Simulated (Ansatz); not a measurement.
**N on Ru(0001): change of the work function**

Aim: the work function of Ru(0001) at several coverages of N (fcc site), and the dipole that each adsorbate carries.

Program: Ansatz 0.2.0. Level of theory: plane-wave DFT, PBE, Ansatz PAW. Results are calculated unless marked as measured.

## (1) Starting point

The cell holds 4 atoms: 4 Ru. Cell: a = 2.700 Å, b = 2.700 Å, c = 24.415 Å, α = 90.0°, β = 90.0°, γ = 60.0°. Vacuum lies along c.

## (2) The clean slab

The bare slab comes first, as the zero from which every change is counted. The two lowest layers are held at bulk places and the upper ones relax. The dipole correction removes the false field that a one-sided slab makes across the periodic vacuum, so each face gets a flat vacuum level of its own.

input.yaml reads:

```yaml
crystal:
  lattice:
    - [2.7, 0.0, 0.0]
    - [1.35, 2.3382685902, 0.0]
    - [0.0, 0.0, 24.4152]
  atoms:
    - { symbol: Ru, position: [0.6666666667, 0.6666666667, 0.3686228251] }
    - { symbol: Ru, position: [0.0, 0.0, 0.4562076084] }
    - { symbol: Ru, position: [0.6666666667, 0.6666666667, 0.5437923916] }
    - { symbol: Ru, position: [0.0, 0.0, 0.6313771749] }
kpoints:
  mp_grid: { grid: [12, 12, 1] }
hamiltonian:
  xc: pbe
scf:
  occupations: { method: fermi_dirac, width: 0.1 }
  convergence: { dr2_threshold: 1.0e-08 }
efield:
  axis: 3
  dipole_correction: true
  ramp_position: 0.97
  ramp_width: 0.06
relax:
  f_tol: 0.02
  max_steps: 60
  constraints: [{ sites: [0, 1] }]
output:
  write_potential: true
  write_density: true
  volumetric_format: npy
```

Command:

```bash
$ ansatz run input.yaml --threads 4 --pin off --max-ram 6144MiB --backend cpu --events-out ev --progress --plain --runs-dir out
```

Numbers of over 12 decimals in the logs are rounded to 6 here.

Log:

```text
Engine: ansatz 0.2.0, aarch64-unknown-linux-gnu
Pseudopotentials: kind: paw
Pseudopotential: Ru, paw, valence charge 16, recommended cutoff 420 eV (normal), Ru.paw.azcp
Functional definition: PBE
  parameter kappa = 0.804
  parameter beta = 0.066725
  exchange = pbe_x(kappa = kappa, mu = beta*pi^2/3)
  correlation = pbe_c(beta = beta)
Crystal: 4 atoms, lattice volume = 154.141 Å³
Basis set: ecut = 420 eV, 3063 PW (Γ), exchange–correlation on 40×40×360 points (8 copies of the dense FFT grid, shifted against one another)
Bands: 39, of which v1, the nominal top of the filled ones, is band 32 counted from 1 (31 counted from 0)
Symmetry: 6 space group operations
k-points: 19 of 144 (time reversal used)
Non-local potential: Ru, projectors of the file, l = 0: 3, l = 1: 2, l = 2: 2, l = 3: 1
PAW form: soft (Blöchl's): semilocal exchange-correlation on the pseudo side does not see the compensation charge
PAW one-centre angular grid: Ru, 590 points (default); XC on 64 Gauss nodes
Initial density: superposition of atomic densities (neutral atoms: chi_scale 0, normalization atom), corrected by the library's trained network
Initial wavefunctions: pseudopotential atomic-orbital guess
Functional: x = pbe(κ = 0.804, μ = 0.219515), c = pbe(β = 0.066725)
SCF iter   1: F=—  HF=-23512.726011 eV  |F-HF|=—  |Δ(HF+E_count)|=         —  Δρ=8.02e-3  dr2=4.20e-1  ethr=1.77e-3  p=0.000 e·Å  D=2.55e-14 V/Å  ΔV_dip=-0.00 eV  dr2_dipole=4.18e-8  V_vac-E_F(+/−)=4.75/4.75 eV  ⟨swp⟩=7.4  Hψ=3258  notcnv=0
efield: sawtooth ramp at fractional position 0.9700 (set: `efield.ramp_position`, or a place that a band, a saddle search or an elastic batch's reference lends), width 0.0600; the density the first Hamiltonian is built on has a dipole p = 0.000 e·Å; the dipole correction subtracts the counter field D = 2.55e-14 V/Å, which shifts the + side's vacuum level by -0.00 eV against the − side's; the planar-averaged density in the ramp window peaks in size at 5.1e-6 e/Å³
preconditioner: auto → LDOS  [metal: Δε(μ)=0.040 eV  Ē_g=4.722 eV  σ=0.100 eV  W_gap=0.10  n_scr=18 (ndim 8)  ℏωp=16.9 eV  f_vac=0.584  D(μ)=4.50/eV (n_scr^D=16)  β→1.0]
SCF iter   2: F=—  HF=-23512.720745 eV  |F-HF|=—  |Δ(HF+E_count)|=   5.27e-3  Δρ=3.31e-3  dr2=3.80e-2  ethr=6.57e-4  p=-0.000 e·Å  D=-1.91e-5 V/Å  ΔV_dip=0.00 eV  dr2_dipole=4.73e-7  V_vac-E_F(+/−)=5.00/5.00 eV  ⟨swp⟩=1.5  Hψ=919  notcnv=0
SCF iter   3: F=—  HF=-23512.717886 eV  |F-HF|=—  |Δ(HF+E_count)|=   2.86e-3  Δρ=6.79e-4  dr2=8.55e-4  ethr=5.94e-5  p=-0.000 e·Å  D=-7.45e-6 V/Å  ΔV_dip=0.00 eV  dr2_dipole=3.12e-7  V_vac-E_F(+/−)=5.05/5.05 eV  ⟨swp⟩=2.0  Hψ=932  notcnv=0
SCF iter   4: F=—  HF=-23512.717814 eV  |F-HF|=—  |Δ(HF+E_count)|=   7.16e-5  Δρ=1.58e-4  dr2=1.09e-4  ethr=1.34e-6  p=-0.000 e·Å  D=-6.72e-6 V/Å  ΔV_dip=0.00 eV  dr2_dipole=3.71e-8  V_vac-E_F(+/−)=5.07/5.07 eV  ⟨swp⟩=2.1  Hψ=1171  notcnv=0
SCF iter   5: F=—  HF=-23512.717807 eV  |F-HF|=—  |Δ(HF+E_count)|=   7.22e-6  Δρ=5.25e-5  dr2=8.28e-6  ethr=1.71e-7  p=0.000 e·Å  D=1.09e-6 V/Å  ΔV_dip=-0.00 eV  dr2_dipole=6.52e-10  V_vac-E_F(+/−)=5.08/5.08 eV  ⟨swp⟩=2.2  Hψ=1114  notcnv=0
SCF iter   6: F=—  HF=-23512.717808 eV  |F-HF|=—  |Δ(HF+E_count)|=   7.84e-7  Δρ=2.85e-5  dr2=1.76e-6  ethr=1.29e-8  p=-0.000 e·Å  D=-2.98e-6 V/Å  ΔV_dip=0.00 eV  dr2_dipole=1.16e-11  V_vac-E_F(+/−)=5.09/5.09 eV  ⟨swp⟩=3.0  Hψ=1433  notcnv=0
SCF iter   7: F=—  HF=-23512.717807 eV  |F-HF|=—  |Δ(HF+E_count)|=   1.27e-7  Δρ=8.99e-6  dr2=2.28e-7  ethr=2.75e-9  p=0.000 e·Å  D=5.84e-8 V/Å  ΔV_dip=-0.00 eV  dr2_dipole=4.45e-11  V_vac-E_F(+/−)=5.09/5.09 eV  ⟨swp⟩=2.5  Hψ=1217  notcnv=0
SCF iter   8: F=—  HF=-23512.717808 eV  |F-HF|=—  |Δ(HF+E_count)|=   1.93e-7  Δρ=3.54e-6  dr2=2.81e-8  ethr=3.56e-10  p=-0.000 e·Å  D=-1.02e-7 V/Å  ΔV_dip=0.00 eV  dr2_dipole=1.70e-14  V_vac-E_F(+/−)=5.09/5.09 eV  ⟨swp⟩=2.8  Hψ=1346  notcnv=0
SCF iter   9: F=-23512.717808 eV  HF=-23512.717808 eV  |F-HF|=1.65e-9  |Δ(HF+E_count)|=   2.22e-8  Δρ=1.12e-6  dr2=1.93e-9  ethr=1.56e-11  p=-0.000 e·Å  D=-1.49e-7 V/Å  ΔV_dip=0.00 eV  dr2_dipole=2.06e-13  V_vac-E_F(+/−)=5.09/5.09 eV  ⟨swp⟩=10.6  Hψ=5507  notcnv=0
SCF 1 converged in 9 iterations: F = -23512.717808 eV  dr2 = 1.93e-9
  greatest PAW one-centre occupation: 0.998 electrons in one spin orbital (limit 2), on the Ru atom at site 3 (counted from 0), in its partial waves of l = 0
relax step   1: F+E_penalty+E_count = -23512.71780769 eV  Δ(F+E_penalty+E_count) = +0.000e0 eV  max|allowed force component| = 5.365e-1 eV/Å  Δτ_max = 0.0000 Å  (9 SCF iters, accepted)
Initial density: handed on by an earlier stage of this run
Initial wavefunctions: those handed on with the density
iter 1 solved again at ethr=2.79e-4 eV; its pass at ethr=3.10e-3 eV (dr2=1.79e-1 eV) is discarded
SCF iter   1: F=—  HF=-23512.732681 eV  |F-HF|=—  |Δ(HF+E_count)|=         —  Δρ=4.18e-3  dr2=1.61e-1  ethr=2.79e-4  p=-0.000 e·Å  D=-3.92e-8 V/Å  ΔV_dip=0.00 eV  dr2_dipole=5.05e-2  V_vac-E_F(+/−)=5.08/5.08 eV  ⟨swp⟩=1.4  Hψ=2246  notcnv=0
efield: sawtooth ramp at fractional position 0.9700 (set: `efield.ramp_position`, or a place that a band, a saddle search or an elastic batch's reference lends), width 0.0600; the density the first Hamiltonian is built on has a dipole p = -0.000 e·Å; the dipole correction subtracts the counter field D = -3.92e-8 V/Å, which shifts the + side's vacuum level by +0.00 eV against the − side's; the planar-averaged density in the ramp window peaks in size at 1.2e-6 e/Å³
preconditioner: auto → LDOS  [metal: Δε(μ)=0.011 eV  Ē_g=4.777 eV  σ=0.100 eV  W_gap=0.03  n_scr=18 (ndim 8)  ℏωp=16.9 eV  f_vac=0.589  D(μ)=4.80/eV (n_scr^D=18)  β→1.0]
SCF iter   2: F=—  HF=-23512.729634 eV  |F-HF|=—  |Δ(HF+E_count)|=   3.05e-3  Δρ=1.47e-3  dr2=8.73e-3  ethr=2.51e-4  p=0.001 e·Å  D=1.54e-3 V/Å  ΔV_dip=-0.04 eV  dr2_dipole=1.08e-3  V_vac-E_F(+/−)=5.04/5.07 eV  ⟨swp⟩=1.8  Hψ=865  notcnv=0
SCF iter   3: F=—  HF=-23512.729688 eV  |F-HF|=—  |Δ(HF+E_count)|=   5.40e-5  Δρ=1.46e-3  dr2=8.06e-3  ethr=1.36e-5  p=0.002 e·Å  D=1.78e-3 V/Å  ΔV_dip=-0.04 eV  dr2_dipole=1.74e-4  V_vac-E_F(+/−)=5.04/5.08 eV  ⟨swp⟩=2.9  Hψ=1565  notcnv=0
SCF iter   4: F=—  HF=-23512.727755 eV  |F-HF|=—  |Δ(HF+E_count)|=   1.93e-3  Δρ=1.69e-4  dr2=7.46e-5  ethr=1.26e-5  p=0.001 e·Å  D=1.75e-3 V/Å  ΔV_dip=-0.04 eV  dr2_dipole=2.30e-6  V_vac-E_F(+/−)=5.03/5.07 eV  ⟨swp⟩=2.4  Hψ=1137  notcnv=0
SCF iter   5: F=—  HF=-23512.727757 eV  |F-HF|=—  |Δ(HF+E_count)|=   2.03e-6  Δρ=6.38e-5  dr2=1.06e-5  ethr=1.17e-7  p=0.001 e·Å  D=1.73e-3 V/Å  ΔV_dip=-0.04 eV  dr2_dipole=2.00e-7  V_vac-E_F(+/−)=5.03/5.07 eV  ⟨swp⟩=3.2  Hψ=1576  notcnv=0
SCF iter   6: F=—  HF=-23512.727763 eV  |F-HF|=—  |Δ(HF+E_count)|=   5.90e-6  Δρ=2.64e-5  dr2=1.28e-6  ethr=1.66e-8  p=0.001 e·Å  D=1.75e-3 V/Å  ΔV_dip=-0.04 eV  dr2_dipole=6.23e-9  V_vac-E_F(+/−)=5.03/5.07 eV  ⟨swp⟩=2.3  Hψ=1096  notcnv=0
SCF iter   7: F=—  HF=-23512.727764 eV  |F-HF|=—  |Δ(HF+E_count)|=   6.93e-7  Δρ=6.73e-6  dr2=1.28e-7  ethr=2.01e-9  p=0.002 e·Å  D=1.77e-3 V/Å  ΔV_dip=-0.04 eV  dr2_dipole=1.80e-8  V_vac-E_F(+/−)=5.03/5.07 eV  ⟨swp⟩=3.2  Hψ=1481  notcnv=0
SCF iter   8: F=—  HF=-23512.727764 eV  |F-HF|=—  |Δ(HF+E_count)|=   1.54e-7  Δρ=2.57e-6  dr2=1.73e-8  ethr=2.01e-10  p=0.002 e·Å  D=1.76e-3 V/Å  ΔV_dip=-0.04 eV  dr2_dipole=5.74e-11  V_vac-E_F(+/−)=5.03/5.07 eV  ⟨swp⟩=2.6  Hψ=1265  notcnv=0
SCF iter   9: F=-23512.727764 eV  HF=-23512.727764 eV  |F-HF|=1.10e-8  |Δ(HF+E_count)|=   8.54e-8  Δρ=8.42e-7  dr2=1.45e-9  ethr=1.56e-11  p=0.002 e·Å  D=1.77e-3 V/Å  ΔV_dip=-0.04 eV  dr2_dipole=8.76e-11  V_vac-E_F(+/−)=5.03/5.07 eV  ⟨swp⟩=10.9  Hψ=5451  notcnv=0
SCF 2 converged in 9 iterations: F = -23512.727764 eV  dr2 = 1.45e-9
relax step   2: F+E_penalty+E_count = -23512.72776402 eV  Δ(F+E_penalty+E_count) = -9.956e-3 eV  max|allowed force component| = 2.640e-1 eV/Å  Δτ_max = 0.0631 Å  (9 SCF iters, accepted)
SCF iter   1: F=—  HF=-23512.732127 eV  |F-HF|=—  |Δ(HF+E_count)|=         —  Δρ=2.15e-3  dr2=4.13e-2  ethr=5.39e-4  p=0.002 e·Å  D=1.77e-3 V/Å  ΔV_dip=-0.04 eV  dr2_dipole=1.13e-2  V_vac-E_F(+/−)=5.03/5.08 eV  ⟨swp⟩=2.5  Hψ=1222  notcnv=0
efield: sawtooth ramp at fractional position 0.9700 (set: `efield.ramp_position`, or a place that a band, a saddle search or an elastic batch's reference lends), width 0.0600; the density the first Hamiltonian is built on has a dipole p = 0.002 e·Å; the dipole correction subtracts the counter field D = 1.77e-3 V/Å, which shifts the + side's vacuum level by -0.04 eV against the − side's; the planar-averaged density in the ramp window peaks in size at 1.5e-6 e/Å³
preconditioner: auto → LDOS  [metal: Δε(μ)=0.014 eV  Ē_g=4.748 eV  σ=0.100 eV  W_gap=0.03  n_scr=18 (ndim 8)  ℏωp=16.9 eV  f_vac=0.586  D(μ)=4.73/eV (n_scr^D=18)  β→1.0]
SCF iter   2: F=—  HF=-23512.731430 eV  |F-HF|=—  |Δ(HF+E_count)|=   6.97e-4  Δρ=7.28e-4  dr2=2.45e-3  ethr=6.45e-5  p=0.001 e·Å  D=1.56e-3 V/Å  ΔV_dip=-0.04 eV  dr2_dipole=5.81e-4  V_vac-E_F(+/−)=5.04/5.08 eV  ⟨swp⟩=1.3  Hψ=911  notcnv=0
SCF iter   3: F=—  HF=-23512.731343 eV  |F-HF|=—  |Δ(HF+E_count)|=   8.72e-5  Δρ=6.75e-4  dr2=1.60e-3  ethr=3.83e-6  p=0.001 e·Å  D=1.09e-3 V/Å  ΔV_dip=-0.03 eV  dr2_dipole=1.21e-4  V_vac-E_F(+/−)=5.05/5.07 eV  ⟨swp⟩=3.1  Hψ=1548  notcnv=0
SCF iter   4: F=—  HF=-23512.731020 eV  |F-HF|=—  |Δ(HF+E_count)|=   3.23e-4  Δρ=9.48e-5  dr2=2.67e-5  ethr=2.50e-6  p=0.001 e·Å  D=1.20e-3 V/Å  ΔV_dip=-0.03 eV  dr2_dipole=7.96e-8  V_vac-E_F(+/−)=5.05/5.07 eV  ⟨swp⟩=2.0  Hψ=1076  notcnv=0
SCF iter   5: F=—  HF=-23512.731020 eV  |F-HF|=—  |Δ(HF+E_count)|=   6.03e-7  Δρ=2.91e-5  dr2=1.95e-6  ethr=4.17e-8  p=0.001 e·Å  D=1.21e-3 V/Å  ΔV_dip=-0.03 eV  dr2_dipole=2.55e-7  V_vac-E_F(+/−)=5.04/5.07 eV  ⟨swp⟩=3.1  Hψ=1467  notcnv=0
SCF iter   6: F=—  HF=-23512.731025 eV  |F-HF|=—  |Δ(HF+E_count)|=   4.88e-6  Δρ=1.06e-5  dr2=2.20e-7  ethr=3.05e-9  p=0.001 e·Å  D=1.21e-3 V/Å  ΔV_dip=-0.03 eV  dr2_dipole=2.08e-9  V_vac-E_F(+/−)=5.05/5.07 eV  ⟨swp⟩=2.2  Hψ=1072  notcnv=0
SCF iter   7: F=—  HF=-23512.731026 eV  |F-HF|=—  |Δ(HF+E_count)|=   3.04e-7  Δρ=3.59e-6  dr2=4.54e-8  ethr=3.44e-10  p=0.001 e·Å  D=1.20e-3 V/Å  ΔV_dip=-0.03 eV  dr2_dipole=5.43e-9  V_vac-E_F(+/−)=5.05/5.07 eV  ⟨swp⟩=2.9  Hψ=1360  notcnv=0
SCF iter   8: F=-23512.731026 eV  HF=-23512.731026 eV  |F-HF|=2.10e-8  |Δ(HF+E_count)|=   4.07e-8  Δρ=1.12e-6  dr2=4.97e-9  ethr=1.56e-11  p=0.001 e·Å  D=1.20e-3 V/Å  ΔV_dip=-0.03 eV  dr2_dipole=1.47e-10  V_vac-E_F(+/−)=5.05/5.08 eV  ⟨swp⟩=10.9  Hψ=5658  notcnv=0
SCF 3 converged in 8 iterations: F = -23512.731026 eV  dr2 = 4.97e-9
relax step   3: F+E_penalty+E_count = -23512.73102571 eV  Δ(F+E_penalty+E_count) = -3.262e-3 eV  max|allowed force component| = 1.726e-2 eV/Å  Δτ_max = 0.0292 Å  (8 SCF iters, accepted)
NSCF: frozen V_eff on 19 k-points
the band table was solved once a step of the walk had ended and its energy, with any forces and stress, was formed, with the checks that follow a solve (3207 applications of the Hamiltonian). They found nothing against the state; the energy, forces and stress were not computed again (output.eigenvalues in the input reference)
WARN: The input density's exchange-correlation potential varies sharply where the density is thin. Do not read a vacuum level from v_tot or v_xc, or from such a field of the output density. On a cell that repeats whose density bears no net charge and no dipole along the vacuum's axis use v_es (v_loc + v_h of the components); under efield.dipole_correction with no amplitude use v_es + v_field, which holds any external [...]
SCF converged after 8 iterations
Free energy (F): -23512.731026 eV
Harris-Foulkes:  -23512.731026 eV  (|F-HF|=2.10e-8)
Internal energy: -23512.573717 eV  (E = F + TS)
E sigma→0 (E₀):  -23512.652371 eV
Entropy (-TS):   -0.157309 eV (-39.327 meV/atom)
Fermi energy:    5.070094 eV
Dipole field:    D = 0.001218 V/Å  (p = 0.001038 e·Å, saw-weighted, corrected)
Work function:   Φ+ = 5.0457 eV   Φ− = 5.0754 eV
Levels:          The Fermi level and band energies are counted from a zero that moves with the ramp; work functions are not
--- Per-component energies (eV) ---
  E_band       = -1382.396250
  E_kinetic    = 2053.424202
  E_local      = -108450.119539  (includes V_loc(G=0)·N_el)
  E_nonlocal   = 1374.134429
  E_hartree    = 52740.331170
  E_xc         = -759.224491
  E_vxc        = -952.769082  (∫ρ·V_xc dr)
  E_paw        = -13843.557206  (= ΣΔE_a)
  E_vpaw       = -887.740778  (= ΣTr[D̂ρ^β])
  E_aug_tail   = -0.000773  (compensation charges beyond the density's cutoff)
  E_efield     = 0.000001  (sawtooth field / dipole correction)
  E_vefield    = 0.000284  (∫n·V_field dr)
  E_ewald      = 43372.438490
  E_smearing   = -0.157309  (= −TS)
  E_closure    = -0.000000  (closes the sum)
  Σ components = -23512.731026   (vs F -23512.731026, Δ=0.00e0)
--- Forces (eV/Å), atoms counted from 1 ---
  atom   1  Ru     0.00000000    -0.00000000     0.47191100
  atom   2  Ru    -0.00000000     0.00000000    -0.45864794
  atom   3  Ru    -0.00000000    -0.00000000    -0.01725956
  atom   4  Ru    -0.00000000    -0.00000000     0.00398370
  max |Σ_I F_I| component: 1.28e-5 eV/Å
--- Band table (eV; the first three rows and the last of 19) ---
  k-point 0: bands = [... 28 lower, 3.1032, 3.1032, 3.3035, 4.2564, 4.2564, 5.1708, 5.2356, 5.2356, ... 3 higher]
  k-point 1: bands = [... 28 lower, 3.1352, 3.2707, 3.3655, 4.0857, 4.2001, 4.6895, 4.9614, 5.1771, ... 3 higher]
  k-point 2: bands = [... 28 lower, 3.2004, 3.4733, 3.6256, 3.7607, 4.0789, 4.3168, 4.8058, 5.0858, ... 3 higher]
  k-point 18: bands = [... 28 lower, 3.0217, 3.8651, 4.4540, 5.7029, 5.7380, 5.7613, 6.1990, 6.2368, ... 3 higher]
--- Relaxed structure (3 steps of the walk, 3 accepted, 0 SCFs on fresh bases) ---
  F+E_penalty+E_count = -23512.73102571 eV   max|allowed force component| = 1.726e-2 eV/Å
  atoms:
    - { symbol: Ru, position: [0.666667, 0.666667, 0.3686228251] }
    - { symbol: Ru, position: [0.0, 0.0, 0.456208] }
    - { symbol: Ru, position: [0.666667, 0.666667, 0.544587] }
    - { symbol: Ru, position: [-1.39364845673726e-18, 0, 0.629989] }
```

Run time: 9.7 s. Hardware: 4 threads of Arm Neoverse V1, shared host; peak memory 0.45 GiB; 37 s of CPU time.

The steps of the relaxation:

| step | energy less that of the first step (eV) | largest force component (eV/Å) |
| --- | --- | --- |
| 1 | 0.0000 | 0.5365 |
| 2 | -0.0100 | 0.2640 |
| 3 | -0.0132 | 0.0173 |

The run keeps the 6 symmetry operations that it works with, so distortions that break them were not tested.

The atoms that moved most (Å):

```
atom     dx     dy      dz  length
 Ru4  0.000  0.000  -0.034   0.034
 Ru3  0.000  0.000   0.019   0.019
```

The relaxed structure:

```xyz
4
Lattice="2.7000 0.0000 0.0000 1.3500 2.3383 0.0000 0.0000 0.0000 24.4152" Properties=species:S:1:pos:R:3
Ru    2.7000    1.5588    9.0000
Ru    0.0000    0.0000   11.1384
Ru    2.7000    1.5588   13.2962
Ru    0.0000    0.0000   15.3813
```

This step gave:

```
energy at zero smearing        : -23512.6524 eV
work function, upper face      : 5.046 eV
work function, lower face      : 5.075 eV
dipole along the normal        : 0.001038 e·Å
step between the vacuum levels : -0.02975 eV
```

Running mean over 2.138 Å of the planar mean; the ramp of the sawtooth is left out. Electron's electrostatic potential energy less the Fermi level against z:

| z (Å) | electron's electrostatic potential energy less the Fermi level (eV) |
| --- | --- |
| 3.0 | 5.08 |
| 3.5 | 5.07 |
| 4.0 | 5.07 |
| 4.5 | 5.07 |
| 5.0 | 5.07 |
| 5.5 | 5.05 |
| 6.0 | 4.98 |
| 6.5 | 4.76 |
| 7.0 | 3.94 |
| 7.5 | 0.744 |
| 8.0 | -6.27 |
| 8.5 | -12.3 |
| 9.0 | -14.2 |
| 9.5 | -14.5 |
| 10.0 | -14.6 |
| 10.5 | -14.7 |
| 11.0 | -14.8 |
| 11.5 | -14.8 |
| 12.0 | -14.6 |
| 12.5 | -14.7 |
| 13.0 | -14.9 |
| 13.5 | -15.0 |
| 14.0 | -15.4 |
| 14.5 | -15.4 |
| 15.0 | -14.8 |
| 15.5 | -14.1 |
| 16.0 | -11.4 |
| 16.5 | -4.48 |
| 17.0 | 1.85 |
| 17.5 | 4.21 |
| 18.0 | 4.81 |
| 18.5 | 4.98 |
| 19.0 | 5.03 |
| 19.5 | 5.04 |
| 20.0 | 5.04 |
| 20.5 | 5.05 |
| 21.0 | 5.05 |

The relaxation took 3 steps and lowered the energy by 0.013 eV; the largest force on the free atoms ends at 0.017 eV/Å.

The work function of the upper face is 5.05 eV.

(Continued in part 2 of 3.)

[Logs are printed without paths, hosts, clocks, repeated set-up lines and the standing remarks that a program may print on its own settings, such as how far it seeks lower states.]

[Hosts, paths, dates, database ids (printed as entryN), source tags and the programs' standing remarks are cut or masked in the printed files.]

[Maps of the electrostatic potential energy from Ansatz leave out the sawtooth potential of an applied field or a dipole correction, so their vacuum need not be flat; planar profiles and work functions include it.]
